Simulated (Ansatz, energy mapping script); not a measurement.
# YNiO2 in the infinite layer structure: J from the energies of magnetic orders, part 2 of 2

Wanted: the magnetic order of YNiO2 in the infinite layer structure, its couplings and an estimate of its ordering temperature, by r²SCAN.

r²SCAN; plane waves, collinear spin, no spin–orbit coupling.

So far. Step 2 (Order 1: parallel, cell A of 8 atoms): The run ends ferromagnetic. Step 3 (Run 2 (compensated +−; cell A, 8 atoms)): The run ends antiferromagnetic, 24.24 meV a magnetic atom below the parallel order of its cell (energies taken at zero occupation width, not the printed F).

In doubt: warnings of the run leave room for a lower electronic state (step 4), so energies may not be the lowest and differences between runs may mislead.

**4. Parallel start in cell B (8 atoms)**

The parallel order again, as the reference for this cell.

This run holds the same structure in another cell (a 3.916 → 3.112 Å, b 5.002 → 5.538 Å, c 5.002 → 5.538 Å, α 103.1 → 90.0°).

Contents of input.yaml:

```yaml
crystal:
  lattice:
    - [0.0, 0.0, -3.112113969]
    - [3.916257808, 3.916257808, 0.0]
    - [3.916257808, -3.916257808, 0.0]
  atoms:
    - { symbol: "Y", position: [0.5, 0.5, 0.0] }
    - { symbol: "Y", position: [0.5, 0.0, 0.5] }
    - { symbol: Ni, position: [0.0, 0.0, 0.0], spin: 2.0 }
    - { symbol: Ni, position: [0.0, 0.5, 0.5], spin: 2.0 }
    - { symbol: O, position: [0.0, 0.25, 0.25] }
    - { symbol: O, position: [0.0, 0.75, 0.75] }
    - { symbol: O, position: [0.0, 0.25, 0.75] }
    - { symbol: O, position: [0.0, 0.75, 0.25] }
magnetization:
  spin_polarized: true
kpoints:
  mp_grid: { grid: [9, 5, 5] }
hamiltonian:
  xc: r2scan
scf:
  occupations: { method: fermi_dirac, width: 0.05 }
output:
  eigenvalues: true
```

The run is started by

```console
> ansatz run input.yaml --threads 4 --pin off --max-ram 8192MiB --backend cpu --events-out ev --progress --plain --runs-dir out
```

Numbers of over 12 decimals in the logs are rounded to 6 here.

The program printed:

```text
[...]
Crystal: 8 atoms, lattice volume = 95.461 Å³
Basis set: ecut = 500 eV, 2431 PW (Γ), exchange–correlation on 96×180×180 points (64 copies of the dense FFT grid, shifted against one another)
Bands: 52, of which v1, the nominal top of the filled ones, is band 41 counted from 1 (40 counted from 0)
Symmetry: 32 space group operations
[...]
k-points: 30 of 225
[...]
k-point 0 ↑: bands = [... 37 lower, 11.9091, 12.4647, 12.8247, 12.8247, 13.4920, 14.9976, 15.5679, 16.0128, ... 7 higher]
  k-point 1 ↑: bands = [... 37 lower, 12.0759, 12.4006, 12.7306, 12.7749, 13.7000, 14.6372, 15.7107, 16.0512, ... 7 higher]
  k-point 2 ↑: bands = [... 37 lower, 12.3763, 12.4932, 12.6243, 12.7915, 13.7876, 14.2404, 14.9911, 17.0812, ... 7 higher]
  k-point 29 ↓: bands = [... 37 lower, 13.1664, 13.9055, 13.9191, 15.7661, 15.8214, 16.2178, 16.9527, 17.3005, ... 7 higher]
[key lines of the parts left out:]
SCF converged after 20 iterations
Magnetization: 1.9026 μB (41.9513 up, 40.0487 down)
Free energy (F): -21692.973217 eV
Fermi energy:    14.336700 eV
```

Wall time 20 s (4 threads of Arm Neoverse V2, shared host); peak memory 0.81 GiB.

The run ends ferromagnetic. For each magnetic atom its energy differs from the parallel run of the first cell by -0.29 meV, an error that one common reference would have brought in.

**5. Order 4: compensated +−, cell B of 8 atoms**

This order reverses 0 of the 2 neighbours at 3.11 Å and 4 of the 4 neighbours at 3.92 Å, counted for an average magnetic atom.

input.yaml, as its differences from that of step 4:

```diff
@@ -9,3 +9,3 @@
     - { symbol: Ni, position: [0.0, 0.0, 0.0], spin: 2.0 }
-    - { symbol: Ni, position: [0.0, 0.5, 0.5], spin: 2.0 }
+    - { symbol: Ni, position: [0.0, 0.5, 0.5], spin: -2.0 }
     - { symbol: O, position: [0.0, 0.25, 0.25] }
```

The program printed:

```text
[...]
Crystal: 8 atoms, lattice volume = 95.461 Å³
Basis set: ecut = 500 eV, 2431 PW (Γ), exchange–correlation on 96×180×180 points (64 copies of the dense FFT grid, shifted against one another)
Bands: 52, of which v1, the nominal top of the filled ones, is band 41 counted from 1 (40 counted from 0)
Symmetry: 16 space group operations
[...]
k-points: 30 of 225
[...]
k-point 0 ↑: bands = [... 37 lower, 12.7602, 12.7892, 13.2474, 13.2474, 13.7257, 15.7750, 16.0666, 16.9183, ... 7 higher]
  k-point 1 ↑: bands = [... 37 lower, 12.7018, 12.9908, 13.1742, 13.2200, 13.9133, 15.7610, 16.2318, 16.8461, ... 7 higher]
  k-point 2 ↑: bands = [... 37 lower, 12.5568, 13.0336, 13.1638, 13.3156, 14.3688, 15.0651, 16.4782, 17.1710, ... 7 higher]
  k-point 29 ↓: bands = [... 37 lower, 12.8105, 12.8516, 12.9121, 14.2310, 15.9227, 16.1223, 16.9991, 17.2387, ... 7 higher]
[key lines of the parts left out:]
SCF converged after 18 iterations
Magnetization: 0.0000 μB (41.0000 up, 41.0000 down)
Free energy (F): -21693.141448 eV
Fermi energy:    14.199715 eV
```

Wall time 18 s (4 threads); peak memory 0.83 GiB; 71 s of CPU time.

The run ends antiferromagnetic, 83.66 meV a magnetic atom below the parallel order of its cell (energies taken at zero occupation width, not the printed F).

**6. Mapping onto a Heisenberg model**

Each energy difference is a sum of couplings weighted by the pairs that the order reverses. A few near shells are fitted to the differences by least squares. Energies are those extrapolated to zero occupation width, not the free energies F.

Energies from the parallel order of the same cell:

| order | atoms | energy (meV a magnetic atom) | moments (μB) | moments kept as typed | opposed neighbours at 3.11, 3.92 Å |
| --- | --- | --- | --- | --- | --- |
| parallel in cell A | 8 | 0.00 | 0.88 | yes | 0, 0 |
| compensated +− in cell A | 8 | -24.24 | 0.96 | yes | 2, 2 |
| parallel in cell B | 8 | 0.00 | 0.89 | yes | 0, 0 |
| compensated +− in cell B | 8 | -83.66 | 1.00 | yes | 0, 4 |

The Heisenberg fit (each pair counts twice, positive J is ferromagnetic):

| pair | distance (Å) | neighbours | J (meV) |
| --- | --- | --- | --- |
| Ni–Ni | 3.11 | 2 | 4.40 |
| Ni–Ni | 3.92 | 4 | -10.5 |

These orders cannot tell some unfitted shells from fitted ones: the value at 3.11 Å holds J(3.11) + 2 J(5.54) and the value at 3.92 Å holds J(3.92) + 2 J(5.00); other unfitted shells add to the values wholly or in part. No temperature is drawn.

**7. Beside the first set of runs**

The first set of orders, under PBE+U (6 eV), took 2 min of CPU time summed over its finished orders (seed run apart), these 5.6 min.

| quantity | this set | first set |
| --- | --- | --- |
| J at 3.11 Å, meV | 4.40 | 6.06 |
| J at 3.92 Å, meV | -10.5 | 1.91 |

The coupling that led in the first set goes from 6.06 to 4.40 meV.

**8. Summary of results**

```
lowest order tried                                              : compensated +− in cell B
largest fitted value (a combination of shells), Ni–Ni at 3.92 Å : -10.5 meV
```

**Reading.** Of the orders tried, YNiO2 in the infinite layer structure prefers the order “compensated +− in cell B” under r²SCAN, with 0 of 2 neighbours at 3.11 Å and 4 of 4 neighbours at 3.92 Å opposed. Orders that were not tried, spirals among them, may lie lower. The coupling at 3.92 Å is -5.5 times that of the first set, at 2.7 times the CPU time. The largest fitted value is -10 meV, at 3.92 Å. It is a combination of shells that these orders cannot split, so neither its size nor its sign can be laid on that pair alone. The orders also reverse pairs at 5.00 and 5.54 Å, which are not fitted, so the fitted values hold their part too. No fitted order reverses the pairs at 6.22 and 6.35 Å, so their coupling is unknown and is set to zero in the model. 2 energy differences fix 2 couplings with none to spare, so the fit tests nothing. In the fitted orders moments change by up to 12 % against the parallel run of the same cell, so the mapping is rough. Every order is gapless on its mesh at this level. In a metal exchange reaches farther, and a short model of fixed moments is less apt; where the compound is in fact an insulator, these couplings come from a wrongly metallic state. With a near shell that the orders cannot separate, no temperature is given. The cell was built from a prototype and relaxed; a distortion that needs a larger cell, or another structure that the compound may prefer, is not captured.

[Logs and program files are shortened in this print: banners, set-up blocks, solver, clock and traceback lines can be left out without a mark of their own.]

[Logs are printed without paths, hosts, clocks, repeated set-up lines and the standing remarks that a program may print on its own settings, such as how far it seeks lower states.]

[Hosts, paths, dates, database ids (printed as entryN), source tags and the programs' standing remarks are cut or masked in the printed files.]

[Where a cell is said to come from a database of computed structures, the database is the Materials Project.]
